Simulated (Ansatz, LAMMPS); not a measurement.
**Relaxing amorphous 64SiO2-25Y2O3-11Al2O3 (mol %) (164 atoms)**

Wanted: the relaxed structure of amorphous 64SiO2-25Y2O3-11Al2O3 (mol %) (164 atoms) and its electronic structure.

Program: Ansatz 0.2.0. Level of theory: Kohn-Sham DFT, r2SCAN, PAW (set soft_2), plane waves. Results are calculated unless marked as measured.

## (1) Starting point

The cell holds 164 atoms: 28 Si, 22 Y, 10 Al and 104 O. Cell: a = 13.034 Å, b = 13.034 Å, c = 13.034 Å, α = 90.0°, β = 90.0°, γ = 90.0°. 164 atoms (28 Si, 22 Er, 10 Al, 104 O) placed at random at 4.5 g/cm³, melted at 5000 K for 10 ps at fixed volume with the Morse and Coulomb pair potential with partial charges (Pedone, Malavasi, Menziani, Cormack and Segre, J. Phys. Chem. B 110, 11780 (2006)). Quenched from 5000 K to 300 K at 1000 K/ps and fixed volume, held 10 ps at zero pressure, then minimised at fixed cell. Then Er was replaced by Y and the cell scaled by 1.01 (the potential has no terms for the new elements, so the cell is a start for a DFT relaxation).

What the set-up can't give: The quench rate of 1000 K/ps is orders of magnitude faster than experiment, which tends to freeze in extra defects. The network of bonds at the start is that of the classical potential that made the cell. The Brillouin zone is sampled at Γ only, in a cell whose shortest periodic width is 13 Å.

## (2) Single point at the start

The forces at the start show how far the geometry lies from a minimum of this functional.

File input.yaml:

```yaml
crystal:
  lattice:
    - [13.03386, 0.0, 0.0]
    - [0.0, 13.03386, 0.0]
    - [0.0, 0.0, 13.03386]
  atoms:
    - { symbol: Si, position: [0.73372, 0.19079, 0.83055] }
    - { symbol: Si, position: [0.96764, 0.32004, 0.13888] }
    - { symbol: Si, position: [0.42131, 0.03568, 0.99508] }
    - { symbol: Si, position: [0.95065, 0.07911, 0.8045] }
    [... 154 atom lines left out ...]
    - { symbol: O, position: [0.83856, 0.12901, 0.80593] }
    - { symbol: O, position: [0.80939, 0.02403, 0.34236] }
    - { symbol: O, position: [0.00969, 0.07147, 0.48902] }
    - { symbol: O, position: [0.26206, 0.56981, 0.6315] }
    - { symbol: O, position: [0.59221, 0.93611, 0.72927] }
    - { symbol: O, position: [0.83984, 0.60688, 0.35091] }
kpoints:
  mp_grid: { grid: [1, 1, 1] }
hamiltonian:
  xc: r2scan
scf:
  occupations: { method: fixed }
output:
  forces: true
  stress: true
  populations: true
  dos:
    method: { smearing: { sigma: 0.15 } }
    de: 0.1
    projected: { site_lists: { Al: [Al], O: [O], Si: [Si], "Y": ["Y"] } }
  eigenvalues: true
```

The run is started by

```bash
> ansatz run input.yaml --threads 4 --pin off --max-ram 8192MiB --backend cpu --events-out ev --progress --plain --runs-dir out
```

Run time: 2 min. Hardware: 4 threads of Arm Neoverse V2, shared host; peak memory 6.6 GiB; 7.9 min of CPU time.

The program notes that it cut back its work space to fit the memory limit.

Numbers from this run:

```
free energy                                      : -167598.1148 eV
free energy per atom                             : -1021.9397 eV/atom
SCF cycles                                       : 10
pressure                                         : -3.442 GPa
r.m.s. force component                           : 0.6636 eV/Å
longest force                                    : 2.609 eV/Å
Fermi energy                                     : 5.862 eV
gap (highest filled to lowest empty level) : 3.372 eV
spilling of the projection                       : 0.00878
```

The r.m.s. force component of 0.66 eV/Å and the pressure of -3.4 GPa set the starting point.

Neighbours are counted within 2.16 Å (O-Si), 3.18 Å (O-Y), 2.33 Å (O-Al).

Length of the force by element and coordination:

| element | coordination | atoms | mean length of the force (eV/Å) | spread | least | most |
| --- | --- | --- | --- | --- | --- | --- |
| Al | all | 10 | 1.09 | 0.350 | 0.530 | 1.70 |
| O | all | 104 | 0.922 | 0.463 | 0.103 | 2.61 |
| O | 2 | 35 | 0.906 | 0.558 | 0.103 | 2.61 |
| O | 3 | 54 | 0.984 | 0.425 | 0.165 | 2.01 |
| O | 4 | 15 | 0.737 | 0.237 | 0.273 | 1.13 |
| Si | all | 28 | 1.35 | 0.582 | 0.225 | 2.39 |
| Y | all | 22 | 1.08 | 0.540 | 0.254 | 2.32 |
| Y | 6 | 14 | 1.06 | 0.572 | 0.256 | 2.32 |
| Y | 7 | 8 | 1.13 | 0.477 | 0.254 | 1.98 |

## (3) Cell and atoms relaxed

Cell and atoms are freed together, to release stress as well as forces.

input.yaml, the sections that differ from step 2:

```yaml
output:
  forces: true
relax:
  f_tol: 0.05
  max_steps: 91
  cell: {}
# crystal, kpoints, hamiltonian, scf: as in step 2
```

Elapsed: 22 min, on 4 threads; peak memory 6.2 GiB.

The steps of the relaxation:

| step | energy less that of the first step (eV) | largest force component (eV/Å) | pressure (GPa) | volume (Å³) |
| --- | --- | --- | --- | --- |
| 1 | 0.0000 | 2.0468 | -3.44 | 2214.21 |
| 2 | -3.6345 | 1.4399 | 1.31 | 2126.83 |
| 3 | -5.1510 | 0.9850 | 0.38 | 2141.82 |
| 4 | -6.3166 | 0.4251 | -0.02 | 2147.31 |
| 5 | -6.7534 | 0.3933 | -0.05 | 2146.61 |
| 6 | -7.0046 | 0.2972 | -0.12 | 2146.78 |
| 7 | -7.2806 | 0.2680 | -0.08 | 2145.67 |
| 8 | -7.4670 | 0.3839 | -0.10 | 2144.23 |
| 9 | -7.3990 | 0.7174 | -0.06 | 2140.74 |
| 10 | -7.5481 | 0.2884 | 0.05 | 2142.15 |
| 11 | -7.6096 | 0.2413 | 0.04 | 2140.82 |
| 12 | -7.6719 | 0.1880 | 0.03 | 2137.83 |
| 13 | -7.6521 | 0.3629 | -0.03 | 2134.01 |
| 14 | -7.7232 | 0.2323 | -0.01 | 2136.07 |
| 15 | -7.7409 | 0.1187 | 0.00 | 2136.47 |
| 16 | -7.7510 | 0.0635 | 0.00 | 2135.18 |
| 17 | -7.7525 | 0.0451 | 0.01 | 2136.14 |
| 18 | -7.7086 | 0.0454 | 0.02 | 2136.14 |

Relaxation steps 9, 13 were tried and not accepted.

| cell as run | before | after | change |
| --- | --- | --- | --- |
| a (Å) | 13.034 | 12.856 | -1.4 % |
| b (Å) | 13.034 | 13.161 | +1.0 % |
| c (Å) | 13.034 | 12.661 | -2.9 % |
| α (°) | 90.00 | 86.09 | -4.3 % |
| β (°) | 90.00 | 88.43 | -1.7 % |
| γ (°) | 90.00 | 88.98 | -1.1 % |
| volume (Å³/atom) | 13.50 | 13.03 | -3.5 % |

The atoms that moved most (Å, as changes of fractional coordinates times the final cell):

| atom | dx | dy | dz | length |
| --- | --- | --- | --- | --- |
| Y42 | 0.764 | 0.227 | 0.719 | 1.073 |
| O107 | 0.350 | -0.831 | -0.378 | 0.978 |
| O72 | 0.907 | 0.305 | 0.078 | 0.960 |
| O83 | 0.454 | 0.214 | 0.760 | 0.911 |
| O88 | -0.348 | -0.604 | -0.548 | 0.887 |
| O147 | 0.657 | 0.349 | -0.138 | 0.756 |
| Y44 | 0.235 | 0.693 | -0.177 | 0.753 |
| Si7 | 0.450 | 0.315 | 0.368 | 0.661 |

The relaxation changed the energy by -47.0 meV/atom, and atoms moved by 0.32 Å r.m.s., 1.1 Å at most.

## (4) Local order after relaxation

Bonds before and after, by the cutoffs listed below:

| pair | bonds before | bonds after | mean before (Å) | mean after (Å) | spread before (Å) | spread after (Å) |
| --- | --- | --- | --- | --- | --- | --- |
| O-Si | 112 | 112 | 1.634 | 1.633 | 0.058 | 0.043 |
| O-Y | 135 | 141 | 2.375 | 2.355 | 0.184 | 0.195 |
| O-Al | 40 | 41 | 1.784 | 1.784 | 0.061 | 0.066 |

Density 3.63 g/cm³, 13.03 Å³ an atom.

Pair distribution functions g(r), in bins of 0.2 Å:

| r (Å) | total | O-O | O-Si | O-Y | O-Al | Si-Si | Si-Y |
| --- | --- | --- | --- | --- | --- | --- | --- |
| 1.50 | 0.58 | 0.00 | 2.71 | 0.00 | 0.00 | 0.00 | 0.00 |
| 1.70 | 2.63 | 0.00 | 9.48 | 0.00 | 7.50 | 0.00 | 0.00 |
| 1.90 | 0.24 | 0.00 | 0.09 | 0.00 | 2.90 | 0.00 | 0.00 |
| 2.10 | 0.43 | 0.00 | 0.00 | 2.43 | 0.19 | 0.00 | 0.00 |
| 2.30 | 0.83 | 0.00 | 0.00 | 4.88 | 0.00 | 0.00 | 0.00 |
| 2.50 | 0.73 | 1.25 | 0.00 | 1.33 | 0.00 | 0.00 | 0.00 |
| 2.70 | 1.47 | 3.27 | 0.08 | 0.77 | 0.00 | 0.00 | 0.19 |
| 2.90 | 1.09 | 2.02 | 0.24 | 0.22 | 0.39 | 2.84 | 0.16 |
| 3.10 | 1.05 | 1.21 | 0.70 | 0.22 | 0.84 | 3.39 | 1.72 |
| 3.30 | 0.80 | 0.73 | 0.97 | 0.31 | 0.90 | 0.21 | 1.39 |
| 3.50 | 1.02 | 0.95 | 1.19 | 0.36 | 0.99 | 0.00 | 2.79 |
| 3.70 | 0.93 | 0.63 | 1.29 | 0.81 | 0.72 | 0.47 | 2.35 |
| 3.90 | 0.98 | 0.55 | 1.39 | 1.00 | 1.50 | 1.01 | 1.10 |
| 4.10 | 1.04 | 0.67 | 1.66 | 1.04 | 1.55 | 1.42 | 0.33 |
| 4.30 | 1.07 | 0.77 | 1.31 | 1.41 | 1.90 | 0.81 | 0.60 |
| 4.50 | 1.06 | 0.92 | 0.88 | 1.88 | 0.93 | 0.96 | 0.82 |
| 4.70 | 1.05 | 1.19 | 0.83 | 1.37 | 0.63 | 0.89 | 0.75 |
| 4.90 | 1.04 | 1.21 | 0.72 | 1.17 | 0.82 | 1.07 | 1.20 |
| 5.10 | 0.98 | 1.15 | 0.84 | 1.00 | 0.76 | 0.93 | 0.69 |
| 5.30 | 1.02 | 1.25 | 0.82 | 0.73 | 0.87 | 1.16 | 1.13 |
| 5.50 | 0.97 | 1.14 | 0.80 | 0.87 | 0.78 | 1.09 | 1.14 |
| 5.70 | 0.96 | 0.95 | 1.07 | 0.86 | 0.98 | 0.80 | 0.98 |
| 5.90 | 0.90 | 0.86 | 1.00 | 0.68 | 0.94 | 1.05 | 1.35 |
| 6.10 | 1.02 | 0.98 | 1.09 | 0.81 | 1.17 | 1.05 | 1.00 |

Bonds by pair of elements; cutoffs follow the first minimum of g(r), held within bounds set by covalent radii, and pairs that aren't listed don't count as bonded:

| pair A-B | cutoff (Å) | bonds | mean length (Å) | spread (Å) | shortest (Å) | B about A | A about B |
| --- | --- | --- | --- | --- | --- | --- | --- |
| O-Si | 2.12 | 112 | 1.63 | 0.043 | 1.57 | 1.08 | 4 |
| O-Y | 3.02 | 141 | 2.35 | 0.195 | 2.06 | 1.36 | 6.41 |
| O-Al | 2.43 | 41 | 1.78 | 0.066 | 1.70 | 0.394 | 4.1 |

How many atoms have how many bonded neighbours:

| element | mean | 2 | 3 | 4 | 5 | 6 | 7 |
| --- | --- | --- | --- | --- | --- | --- | --- |
| Al | 4.1 | 0 | 0 | 9 | 1 | 0 | 0 |
| O | 2.83 | 32 | 58 | 14 | 0 | 0 | 0 |
| Si | 4 | 0 | 0 | 28 | 0 | 0 | 0 |
| Y | 6.41 | 0 | 0 | 0 | 1 | 11 | 10 |

Bond angles (no mean is given where the spread exceeds 20°):

| angle | count | mean (°) | spread (°) |
| --- | --- | --- | --- |
| O-Y-O | 385 | - | - |
| O-Si-O | 168 | 109 | 6.7 |
| Si-O-Y | 103 | - | - |
| Y-O-Y | 87 | 104 | 16.5 |
| O-Al-O | 64 | 109 | 13.5 |

Oxygen atoms by the number of network formers (Si, P, Ge, B, Al, As, Ga) bound to them:

| network formers bound to O | O atoms | per cent |
| --- | --- | --- |
| 0 | 6 | 5.8 |
| 1 | 45 | 43.3 |
| 2 | 51 | 49 |
| 3 | 2 | 1.9 |

Network units: each former by its oxygen neighbours and how many of them bridge to another former:

| former | O neighbours | bridging O | atoms |
| --- | --- | --- | --- |
| Si | 4 | 1 | 4 |
| Si | 4 | 2 | 5 |
| Si | 4 | 3 | 12 |
| Si | 4 | 4 | 7 |
| Al | 4 | 2 | 2 |
| Al | 4 | 3 | 5 |
| Al | 4 | 4 | 2 |
| Al | 5 | 3 | 1 |

Bond length by coordination (bonds to H left out):

| element | coordination | atoms | mean bond length (Å) |
| --- | --- | --- | --- |
| Al | 4 | 9 | 1.77 |
| Al | 5 | 1 | 1.88 |
| O | 2 | 32 | 1.69 |
| O | 3 | 58 | 2.03 |
| O | 4 | 14 | 2.26 |
| Y | 5 | 1 | 2.21 |
| Y | 6 | 11 | 2.33 |
| Y | 7 | 10 | 2.39 |

For some of the pairs, g(r) has its first main peak near 2.7 Å (O-O), 1.6 Å (O-Si), 2.3 Å (O-Y), 1.8 Å (O-Al) and 3.0 Å (Si-Si). By these cutoffs 90 % of Al atoms have 4, 56 % of O atoms have 3, all Si atoms have 4 and 50 % of Y atoms have 6 bonded neighbours. Counting bonds to Si and Al alone, not to Y, 49 % of the oxygens join two of these atoms and 43 % one; 2 % join three; 6 % join none. The commonest Si unit has 4 oxygens, 3 of them shared with other formers (12 of 28 atoms).

## (5) Single point at the relaxed geometry

One more single point at the end of the walk gives the fuller output and checks the residual forces.

File input.yaml:

```yaml
crystal:
  lattice:
    - [12.85445, 0.11292, 0.17287]
    - [0.11292, 13.15309, 0.43988]
    - [0.17287, 0.43988, 12.65208]
  atoms:
    - { symbol: Si, position: [0.73832, 0.19598, 0.83246] }
    - { symbol: Si, position: [0.96524, 0.31297, 0.13572] }
    - { symbol: Si, position: [0.4174, 0.03595, 0.98563] }
    - { symbol: Si, position: [0.94877, 0.08277, 0.79148] }
    [... 154 atom lines left out ...]
    - { symbol: O, position: [0.83729, 0.14195, 0.77141] }
    - { symbol: O, position: [0.79376, 0.02326, 0.31398] }
    - { symbol: O, position: [0.00194, 0.06237, 0.48092] }
    - { symbol: O, position: [0.27188, 0.58411, 0.60884] }
    - { symbol: O, position: [0.58824, 0.96353, 0.71087] }
    - { symbol: O, position: [0.84372, 0.59279, 0.37366] }
kpoints:
  mp_grid: { grid: [1, 1, 1] }
hamiltonian:
  xc: r2scan
scf:
  occupations: { method: fixed }
output:
  forces: true
  stress: true
  populations: intrinsic
  dos:
    method: { smearing: { sigma: 0.15 } }
    de: 0.1
    projected: { site_lists: { Al: [Al], O: [O], Si: [Si], "Y": ["Y"] } }
  eigenvalues: true
  write_density: true
  write_potential: true
  volumetric_format: npy
```

Elapsed: 2.1 min, on 4 threads; peak memory 6.5 GiB; 8.4 min of CPU time.

The run gave:

| Quantity | Value |
| --- | --- |
| free energy | -167605.8234 eV |
| free energy per atom | -1021.9867 eV/atom |
| SCF cycles | 10 |
| pressure | 0.02169 GPa |
| r.m.s. force component | 0.00927 eV/Å |
| longest force | 0.04399 eV/Å |
| Fermi energy | 5.659 eV |
| gap (highest filled to lowest empty level) | 4.319 eV |

Intrinsic-atomic-orbital charges by element and coordination:

| element | coordination | atoms | mean charge (e) | spread | least | most |
| --- | --- | --- | --- | --- | --- | --- |
| Al | all | 10 | 1.35 | 0.0357 | 1.29 | 1.41 |
| Al | 4 | 9 | 1.35 | 0.0311 | 1.30 | 1.41 |
| Al | 5 | 1 | 1.29 | 0 | 1.29 | 1.29 |
| O | all | 104 | -0.883 | 0.0444 | -0.978 | -0.737 |
| O | 2 | 32 | -0.918 | 0.0306 | -0.978 | -0.861 |
| O | 3 | 58 | -0.875 | 0.0298 | -0.948 | -0.741 |
| O | 4 | 14 | -0.836 | 0.0592 | -0.903 | -0.737 |
| Si | all | 28 | 1.75 | 0.0328 | 1.70 | 1.83 |
| Y | all | 22 | 1.33 | 0.0671 | 1.16 | 1.44 |
| Y | 5 | 1 | 1.31 | 0 | 1.31 | 1.31 |
| Y | 6 | 11 | 1.33 | 0.0576 | 1.26 | 1.44 |
| Y | 7 | 10 | 1.33 | 0.0789 | 1.16 | 1.42 |

States in the cell by windows of 1 eV, zero at the Fermi level; the larger projections on atomic orbitals stand beside the total:

| from (eV) | to (eV) | total | O p | Y d |
| --- | --- | --- | --- | --- |
| -10 | -9 | 8.5 | 5.8 | 0.1 |
| -9 | -8 | 13.7 | 9.6 | 0.1 |
| -8 | -7 | 23.4 | 16.7 | 0.3 |
| -7 | -6 | 33.9 | 25.3 | 0.6 |
| -6 | -5 | 57.1 | 43.5 | 2.0 |
| -5 | -4 | 76.9 | 61.9 | 3.4 |
| -4 | -3 | 103.8 | 88.8 | 5.4 |
| -3 | -2 | 129.5 | 115.0 | 7.3 |
| -2 | -1 | 127.7 | 118.0 | 4.5 |
| -1 | 0 | 46.2 | 43.4 | 1.3 |
| 0 | 1 | 1.2 | 1.1 | 0.0 |
| 1 | 4 | 0.0 | 0.0 | 0.0 |
| 4 | 5 | 7.5 | 0.5 | 4.4 |

With fixed occupations the program's Fermi level is the highest filled level; weight inside the gap is the broadening of levels at its edges.

Between -26 and -10 eV lie 342 more states.

The stored curve holds about 964 of the 1008 electrons; the rest, give or take the few that broadening carries across the Fermi level, lie in deeper levels below its range.

The levels nearest the highest filled one (over half full), pooled over k-points and spins:

| level less the highest filled one (eV) | occupation |
| --- | --- |
| -0.413 | 2 |
| -0.380 | 2 |
| -0.371 | 2 |
| -0.202 | 2 |
| -0.153 | 2 |
| 0 | 2 |
| 4.32 | 0 |
| 4.72 | 0 |
| 4.88 | 0 |
| 5.01 | 0 |
| 5.07 | 0 |
| 5.12 | 0 |

Mean intrinsic-atomic-orbital charges: Al +1.35, O -0.88, Si +1.75, Y +1.33 e. The largest share in the top eV of filled states is O p (95 % of the projected weight), and in the lowest eV of empty states Y d (71 % of the projected weight).

## (6) Outcome

| Item | Value |
| --- | --- |
| energy change in the relaxation | -47 meV/atom |
| r.m.s. displacement | 0.324 Å |
| largest displacement | 1.073 Å |
| free energy per atom | -1021.9867 eV/atom |
| pressure | 0.02169 GPa |
| r.m.s. force component | 0.00927 eV/Å |
| gap (highest filled to lowest empty level) | 4.319 eV |
| wall time of the 3 DFT runs | 26 min |

Relaxation lowers the energy by 47.0 meV/atom and moves atoms by 0.32 Å r.m.s.; the r.m.s. force component goes from 0.66 to 0.0093 eV/Å, the pressure goes from -3.4 to 0.022 GPa, and the gap from 3.37 to 4.32 eV. Displacements are taken in the final cell, so they leave out its strain. By the final cutoffs 6 of 287 bonded pairs parted and 13 joined. The cell shrank by 3.5 % in volume. First to last step the energy falls by 7.709 eV; the largest move, 1.07 Å, is that of Y42. The O-Y bonds change most in mean length: from 2.375 Å (spread 0.184) to 2.355 Å (spread 0.195), and their number from 135 to 141. By these cutoffs 90 % of Al atoms have 4, 56 % of O atoms have 3, all Si atoms have 4 and 50 % of Y atoms have 6 bonded neighbours. Counting bonds to Si and Al alone, not to Y, 49 % of the oxygens join two of these atoms and 43 % one; 2 % join three; 6 % join none. The highest filled and lowest empty levels differ by 4.32 eV (at Γ alone); a semilocal functional tends to put such gaps too low. In a disordered cell it changes from sample to sample, and tail or defect levels can set it.

What to keep in mind: The starting topology of bonds comes from the classical model; in DFT 6 of its 287 bonded pairs passed out of the cutoffs and 13 came within them.

[Logs are printed without paths, hosts, clocks, repeated set-up lines and the standing remarks that a program may print on its own settings, such as how far it seeks lower states.]

[Hosts, paths, dates, database ids (printed as entryN), source tags and the programs' standing remarks are cut or masked in the printed files.]
